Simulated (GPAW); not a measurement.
# Si/Co(0001) in an electric field, part 2 of 2

How does Si/Co(0001) screen a perpendicular field?

GPAW 26.7.0; GPAW, PAW setups; slab in vacuum, relaxation (the session's first sound run).

So far. Step 8 (In a field): The dipole is now 0.0460 e Å, against 0.012 in the run without a field.

## Step 9: In a field (continued)

The electrostatic potential energy of an electron (without an applied field's), less the Fermi level, planar mean oscillates, so the rows of the table below give means over windows of 1.99 Å about each position, cut where the curve ends. Its maxima inside the range that stand out by 2 % of the span (Å: eV): 0.4: 6.17, 9.0: -0.120, 11.1: -0.696, 13.0: -1.12, 15.0: -3.26. Its minima: 8.0: -22.8, 10.0: -23.4, 12.1: -23.8, 14.1: -23.9, 16.1: -25.5.

Electrostatic potential energy of an electron (without an applied field's), less the Fermi level, planar mean against z; means over each step:

z (Å), electrostatic potential energy of an electron (without an applied field's), less the Fermi level, planar mean (eV) and a bar from the least value:
```
     0.99        6.0 ##############################
     2.98        6.2 ##############################
     4.97        6.1 ##############################
     6.96       -1.8 #################
     8.95       -9.5 #####
    10.94      -10.1 ####
    12.93      -10.7 ###
    14.92      -12.8 
    16.91       -6.9 #########
    18.90        3.5 ##########################
    20.89        3.5 ##########################
    22.88        3.5 ##########################
```

The dipole is now 0.0798 e Å, against 0.012 in the run without a field.

## Step 10: In a field

The input, run.py:

```python
import json
import numpy as np
from ase import Atoms
from gpaw import GPAW, PW
from gpaw.external import ConstantElectricField

slab = Atoms(
    ['Co', 'Co', 'Co', 'Co', 'Si'],
    positions=[
        [2.51000, 1.44915, 8.00000],
        [0.00000, 0.00000, 10.03561],
        [2.51000, 1.44915, 12.05540],
        [-0.00000, -0.00000, 14.05672],
        [2.51000, 1.44915, 16.01396]],
    cell=[[2.51, 0.0, 0.0], [1.255, 2.17372, 0.0], [0.0, 0.0, 24.12985]],
    pbc=[True, True, False],
    magmoms=[1.7, 1.7, 1.7, 1.7, 0.0])

slab.calc = GPAW(mode=PW(400), xc='PBE', kpts={'size': (14, 14, 1), 'gamma': True},
                 occupations={'name': 'fermi-dirac', 'width': 0.1}, nbands='200%',
                 convergence={'density': 1e-05}, maxiter=200,
                 poissonsolver={'dipolelayer': 'xy'},
                 external=ConstantElectricField(0.3, [0, 0, 1]),
                 symmetry={'tolerance': 1e-3}, txt='slab.txt')
result = {}
energy = slab.get_potential_energy()
fermi = slab.calc.get_fermi_level()
v = slab.calc.get_electrostatic_potential().mean((0, 1)) - fermi
n = slab.calc.get_pseudo_density().mean((0, 1))
L = slab.cell[2, 2]
z = np.arange(len(v)) * L / len(v)
low, high = slab.positions[:, 2].min(), slab.positions[:, 2].max()
below, above = np.interp([low - 5.8, high + 5.8], z, v)
slopes = [np.interp(x, z, np.gradient(v, z)) for x in (low - 5.8, high + 5.8)]
eps = np.array([[slab.calc.get_eigenvalues(k, s) for k in range(len(slab.calc.get_ibz_k_points()))]
                for s in range(slab.calc.get_number_of_spins())]) - fermi
top, bottom = eps[eps < 0].max(), eps[eps > 0].min()
dipole = slab.get_dipole_moment()[2]
print(f'energy {energy:.4f} eV, Fermi level {fermi:.4f} eV, dipole {dipole:.5f} e A')
print(f'potential 5.8 A off the faces, from the Fermi level: lower {below:.4f} eV, upper {above:.4f} eV')
print(f'slope of the potential there: lower {slopes[0]:.5f}, upper {slopes[1]:.5f} eV/A')
print(f'nearest levels on the mesh: {top:.4f} and {bottom:.4f} eV')
print('magnetic moment', round(slab.get_magnetic_moment(), 3))
result.update(energy=energy, fermi=fermi, dipole=dipole, below=below, above=above, slopes=slopes, edges=[top, bottom],
              z=z.tolist(), v=v.tolist(), n=n.tolist(), positions=slab.positions.tolist(),
              forces=slab.get_forces(apply_constraint=False).tolist(), moments=slab.get_magnetic_moments().tolist())
json.dump(result, open('result.json', 'w'))
```

Run with:

```
$ OMP_NUM_THREADS=1 OPENBLAS_NUM_THREADS=1 python run.py
```

Log:

```text
energy -36.2076 eV, Fermi level 1.8292 eV, dipole 0.11369 e A
potential 5.8 A off the faces, from the Fermi level: lower 6.7495 eV, upper 2.9793 eV
slope of the potential there: lower -0.00044, upper 0.00024 eV/A
nearest levels on the mesh: -0.0136 and 0.0055 eV
magnetic moment 6.053
```

The job ended after 28 min (1 thread of Arm Neoverse V1, shared host; peak memory 0.62 GiB).

The electrostatic potential energy of an electron (without an applied field's), less the Fermi level, planar mean oscillates, so the rows of the table below give means over windows of 1.99 Å about each position, cut where the curve ends. Its maxima inside the range that stand out by 2 % of the span (Å: eV): 0.4: 6.75, 9.0: 0.182, 11.0: -0.592, 13.0: -1.21, 15.0: -3.55. Its minima: 8.0: -22.4, 10.0: -23.2, 12.1: -23.8, 14.1: -24.2, 16.1: -25.9.

Table of electrostatic potential energy of an electron (without an applied field's), less the Fermi level, planar mean by z; means over each step:

```tsv
z (Å)	electrostatic potential energy of an electron (without an applied field's), less the Fermi level, planar mean (eV)
0.99	6.57
2.98	6.75
4.97	6.68
6.96	-1.26
8.95	-9.15
10.94	-9.98
12.93	-10.7
14.92	-13.1
16.91	-7.34
18.90	2.92
20.89	2.98
22.88	3.01
```

The dipole is now 0.114 e Å, against 0.012 in the run without a field.

## Step 11: The series

The members are put on one axis.

This step: induced dipole against applied field (GPAW 26.7.0).

Dipole along the normal against field:

```tsv
field (V/Å)	dipole along the normal (e·Å)
-0.200	-0.0554
-0.100	-0.0216
-0.050	-0.00467
0.000	0.0123
0.050	0.0291
0.100	0.0460
0.200	0.0798
0.300	0.114
```

## Step 12: A changed run

One more run, with changed settings.

This step: GPAW, PAW setups; slab in vacuum (GPAW 26.7.0).

run.py, as its differences from that of step 10:

```diff
@@ -4,3 +4,2 @@
 from gpaw import GPAW, PW
-from gpaw.external import ConstantElectricField
 
@@ -20,5 +19,4 @@
                  occupations={'name': 'fermi-dirac', 'width': 0.1}, nbands='200%',
-                 convergence={'density': 1e-05}, maxiter=200,
+                 convergence={'density': 1e-05}, maxiter=6,
                  poissonsolver={'dipolelayer': 'xy'},
-                 external=ConstantElectricField(0.3, [0, 0, 1]),
                  symmetry={'tolerance': 1e-3}, txt='slab.txt')
```

Log:

```text
gpaw.KohnShamConvergenceError
```

The job ended after 60 s (1 thread; peak memory 0.26 GiB).

No converged result was reached; the numbers in the log don't describe the system.

The fault put into the input: too few SCF iterations (maxiter = 6).

## Step 13: Results

```json
{
 "work function, upper and lower face": "4.607 and 5.011 eV",
 "dipole along the normal": "0.0123 e Å",
 "induced dipole per field": "0.338 e Å per V/Å",
 "out-of-plane polarisability per area, α/(ε0 A)": "11.2 Å"
}
```

The field induces 0.338 e Å per V/Å, a polarisable thickness α/(ε0 A) of 11.2 Å beside 8.01 Å between the outermost nuclei. A perfect conductor would give the distance between its two image planes; a dielectric of thickness t gives t(1 - 1/ε). The two faces differ by 0.40 eV, the step that the slab's dipole makes (e p/(ε0 A) gives 0.41 eV), so the dipole layer is needed. The induced dipole is linear in the field over this range. The cell of 5.46 Å² holds one Si, started on one chosen site; other sites and coverages weren't tried. One magnetic start was tried; another order may lie lower. The in-plane lattice was kept as typed, which isn't the functional's own and leaves some strain; spin-orbit coupling and temperature are left out.

[Logs are printed without paths, hosts, clocks, repeated set-up lines and the standing remarks that a program may print on its own settings, such as how far it seeks lower states.]

[Hosts, paths, dates, database ids (printed as entryN), source tags and the programs' standing remarks are cut or masked in the printed files.]
